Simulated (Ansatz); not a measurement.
# Fe wire along [111], 24 atoms a period: bands along the axis, part 2 of 2

Aim: is the Fe wire along [111], 24 atoms a period a metal or a semiconductor?

Ansatz 0.2.0; DFT PBE, plane waves, PAW; relaxation of a wire's period; PAW set soft_1 (the session's first sound run).

So far. Step 2 (Relaxing the period): The cell's length comes to 2.446 Å with an absolute moment of 64.02 μB a cell.

### Step 3. The perfect wire

This step: DFT PBE, plane waves, PAW; bands of a perfect wire; PAW set soft_1 (Ansatz 0.2.0).

At the relaxed period the bands are computed along the axis; those that cross an energy going forward count the channels that a perfect wire would open there.

Input file input.yaml:

```yaml
crystal:
  lattice:
    - [16.806, 0.0, 0.0]
    - [0.0, 17.198, 0.0]
    - [0.0, 0.0, 2.4458051841]
  atoms:
    - { symbol: Fe, position: [0.322069015, 0.264588939, 0.007959068], spin: 2.67 }
    - { symbol: Fe, position: [0.441765936, 0.467185603, 0.004364584], spin: 2.18 }
    - { symbol: Fe, position: [0.560845684, 0.263281139, 0.011913094], spin: 2.65 }
    - { symbol: Fe, position: [0.677963746, 0.465657881, 0.984468426], spin: 2.36 }
    - { symbol: Fe, position: [0.79300842, 0.665325217, 0.027523783], spin: 2.69 }
    - { symbol: Fe, position: [0.206046183, 0.599573119, 0.37953093], spin: 2.69 }
    - { symbol: Fe, position: [0.322612643, 0.399959306, 0.334259484], spin: 2.39 }
    - { symbol: Fe, position: [0.44137745, 0.201429248, 0.378871821], spin: 2.69 }
    - { symbol: Fe, position: [0.43984757, 0.601765749, 0.333640902], spin: 2.33 }
    - { symbol: Fe, position: [0.560126306, 0.398234251, 0.333025765], spin: 2.33 }
    - { symbol: Fe, position: [0.558596426, 0.798570752, 0.287794846], spin: 2.69 }
    - { symbol: Fe, position: [0.677361233, 0.600040694, 0.332407183], spin: 2.39 }
    - { symbol: Fe, position: [0.793927693, 0.400426881, 0.287135737], spin: 2.69 }
    - { symbol: Fe, position: [0.206965456, 0.334674783, 0.639142884], spin: 2.69 }
    - { symbol: Fe, position: [0.322010129, 0.534342119, 0.68219824], spin: 2.36 }
    - { symbol: Fe, position: [0.441455524, 0.332259819, 0.681789368], spin: 2.37 }
    - { symbol: Fe, position: [0.439128191, 0.736718861, 0.654753572], spin: 2.65 }
    - { symbol: Fe, position: [0.55820794, 0.532814397, 0.662302082], spin: 2.18 }
    - { symbol: Fe, position: [0.679316615, 0.330164574, 0.653827411], spin: 2.65 }
    - { symbol: Fe, position: [0.67790486, 0.735411061, 0.658707599], spin: 2.67 }
    - { symbol: Fe, position: [0.797700433, 0.532926472, 0.658470886], spin: 2.67 }
    - { symbol: Fe, position: [0.202273443, 0.467073528, 0.008195781], spin: 2.67 }
    - { symbol: Fe, position: [0.32065726, 0.669835426, 0.012839256], spin: 2.65 }
    - { symbol: Fe, position: [0.558518352, 0.667740181, 0.984877299], spin: 2.37 }
magnetization:
  spin_polarized: true
kpoints:
  mp_grid: { grid: [1, 1, 33] }
  band_path: { path: ["Γ", Z], npoints: 90 }
scf:
  occupations: { method: fermi_dirac, width: 0.05 }
hamiltonian:
  xc: pbe
  pseudopotentials: { kind: paw, azcp: { folder: soft_1 } }
output:
  dos: { e_range: [-5, 4] }
  write_potential: true
  write_density: true
  volumetric_format: npy
```

Launch:

```sh
ansatz run input.yaml --threads 4 --pin off --max-ram 16384MiB --backend cpu --events-out ev --progress --plain --runs-dir out
```

Numbers of over 12 decimals in the logs are rounded to 6 here.

Output:

```text
[...]
Crystal: 24 atoms, lattice volume = 706.910 Å³
Basis set: ecut = 420 eV, 13689 PW (Γ)
Bands: 267, of which v1, the nominal top of the filled ones, is band 192 counted from 1 (191 counted from 0)
Symmetry: 2 space group operations
[...]
k-points: 17 of 33
[...]
Starting moments: Σ|m| = 60.68 μB on 24 of 24 sites
[...]
SCF iter   1: F=—  HF=-107510.776286 eV  |F-HF|=—  |Δ(HF+E_count)|=         —  Δρ=4.86e-2 (↑1.89e-2 ↓4.86e-2)  dr2=7.70e1  dr2_m=4.91e0  M=61.706 μB ∫|m|=62.203 μB  β_m=0.30  ethr=3.10e-3  ⟨swp⟩=7.9  Hψ=40937  notcnv=0  defer=623
[...]
SCF iter  16: F=-107516.745322 eV  HF=-107516.745322 eV  |F-HF|=3.26e-8  |Δ(HF+E_count)|=   1.02e-8  Δρ=1.01e-6 (↑8.95e-7 ↓1.01e-6)  dr2=4.21e-8  dr2_m=2.34e-9  M=61.743 μB ∫|m|=64.015 μB  ethr=1.13e-11  ⟨swp⟩=13.3  Hψ=46082  notcnv=0
SCF 1 converged in 16 iterations: F = -107516.745322 eV  dr2 = 4.21e-8
[...]
WARN: The output density's exchange-correlation potential varies sharply where the density is thin. Do not read a vacuum level from v_tot or v_xc, or from such a field of the output density. On a cell that repeats whose density bears no net charge and no dipole along the vacuum's axis use v_es (v_loc + v_h of the components); under efield.dipole_correction with no amplitude use v_es + v_field, which holds any externa [...]
NSCF: frozen V_eff on 91 k-points
WARN: pass on a band path, mesh or list of k-points: the 91 k-points are solved 46 at a time at the most, because the 14.40 GiB of host memory that the pass is priced against does not hold them all with the solver's workspace as planned. The pass can take longer, above all where fewer k-points are solved at a time than the run has threads. As a rule a larger memory budget leaves room for more at once. The budget is what a run with no `--max-ram-frac` typed is planned for, 0.8 of the host's memory or its container's limit. More memory there lifts it, and so does a share over 0.88 that is typed (of such a share the budget is ten elevenths): [rest of the remark cut]
SCF converged after 16 iterations
Magnetization: 61.7431 μB (222.8715 up, 161.1285 down)
Absolute magnetization: 64.0192 μB (∫|ρ↑−ρ↓|, with the PAW one-centre terms)
[...]
Per-site moments (μB) at R_I (Å): [(2.674166, 1.008895), (2.181999, 0.993724), (2.646981, 1.007736), (2.364423, 0.976562), (2.687584, 0.975638), (2.686916, 0.976562), (2.389645, 0.975638), (2.689501, 0.977156), (2.327523, 1.008895), (2.327523, 1.008895), (2.689501, 0.977156), (2.389645, 0.975638), (2.686916, 0.976562), (2.687584, 0.975638), (2.364423, 0.976562), (2.368832, 0.977156), (2.646981, 1.007736), (2.181999, 0.993724), (2.646973, 1.008272), (2.674166, 1.008895), (2.673294, 1.008895), (2.673294, 1.008895), (2.646973, 1.008272), (2.368832, 0.977156)]
Free energy (F): -107516.745322 eV
[...]
Internal energy: -107516.519211 eV  (E = F + TS)
E sigma→0 (E₀):  -107516.632266 eV
Entropy (-TS):   -0.226111 eV (-9.421 meV/atom)
Fermi energy:    4.635166 eV
[...]
--- Band table (eV; the first three rows and the last of 34) ---
  k-point 0 ↑: bands = [... 188 lower, 3.3752, 3.4204, 3.4248, 3.4385, 3.4415, 3.4495, 3.4613, 3.4818, ... 71 higher]
  k-point 1 ↑: bands = [... 188 lower, 3.3991, 3.4022, 3.4288, 3.4338, 3.4379, 3.4459, 3.4610, 3.4618, ... 71 higher]
  k-point 2 ↑: bands = [... 188 lower, 3.3435, 3.3593, 3.3938, 3.3960, 3.4031, 3.4269, 3.4423, 3.4718, ... 71 higher]
  k-point 16 ↓: bands = [... 188 lower, 6.2277, 6.2382, 6.2690, 6.3251, 6.3417, 6.4063, 6.4395, 6.4719, ... 71 higher]
```

The job ended after 18 min (4 threads of Arm Neoverse V2, shared host; peak memory 8.7 GiB).

This step gave:

| Quantity | Value |
| --- | --- |
| energy at zero smearing | -107516.6323 eV |
| band gap | 0 eV |

Between Γ and Z the bands cross the Fermi level 34 times, so a perfect wire would conduct at least 17 G₀, with an absolute moment of 64.02 μB a cell.

### Step 4. What came out

```yaml
cell_length_pbe: 2.446 Å
absolute_moment_pbe: 64.0 μB
ballistic_conductance_by_band_crossings_a_lower_bound_pbe: 17 G₀
```

**Reading.** Under PBE the cell's length is 2.45 Å, the absolute moment is 64.02 μB a cell, and the bands cross the Fermi level 34 times between Γ and Z, which gives a perfect wire at least 17 G₀ (opposite crossings within one step of the path cancel in such a count). In the perfect wire the moments were started parallel, and no opposed start was run. No search over magnetic orders was made; another may lie lower.

[Logs are printed without paths, hosts, clocks, repeated set-up lines and the standing remarks that a program may print on its own settings, such as how far it seeks lower states.]

[Hosts, paths, dates, database ids (printed as entryN), source tags and the programs' standing remarks are cut or masked in the printed files.]
